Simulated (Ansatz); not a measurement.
In doubt: masses and optical values from hybrid runs of this build are listed as unsure, which bears on the screening that GW takes from such a start.

Rows from a G0W0 calculation on CsPbBr3 (Pm-3m) (Ansatz 0.2.0; G0W0 on HSE06, plane waves, PAW; PAW set soft_1; 4×4×4 mesh, 459 empty bands, screening to 100 eV, PAW set soft_1 files), in eV. Spin-orbit coupling is left out.

```csv
row,k,band,start,Σx,Σc at the solution,Vxc
A,"(-0.500, -0.500, -0.500)",v2,1.357,-19.573,2.329,-16.632
B,"(-0.500, -0.500, -0.500)",v1,3.514,-19.206,0.711,-18.132
C,"(-0.500, -0.500, -0.500)",c1,5.628,-7.902,-3.096,-11.331
```

Q: Give the quasiparticle energies and the shift of each level.

The quasiparticle equation reads E = start + Σx + Σc(E) − Vxc.

```csv
row,E (eV),shift (eV)
A,0.745,−0.612
B,3.150,−0.364
C,5.962,+0.333
```

The gap over the computed points goes from 2.11 eV to 2.81 eV.

Limits: not at the basis limit; no spin-orbit coupling.

[Paths, hosts, dates, memory and timing lines, banners, echoed tables and standing remarks are left out of the program output.]

[Logs are printed without paths, hosts, clocks, repeated set-up lines and the standing remarks that a program may print on its own settings, such as how far it seeks lower states.]

[Runs of the session that timed out or met a known fault of the program may be left out.]

[Cells called generated may have been cut or substituted from an entry of the Crystallography Open Database or the Materials Project.]

[Hosts, paths, dates, database ids (printed as entryN), source tags and the programs' standing remarks are cut or masked in the printed files.]
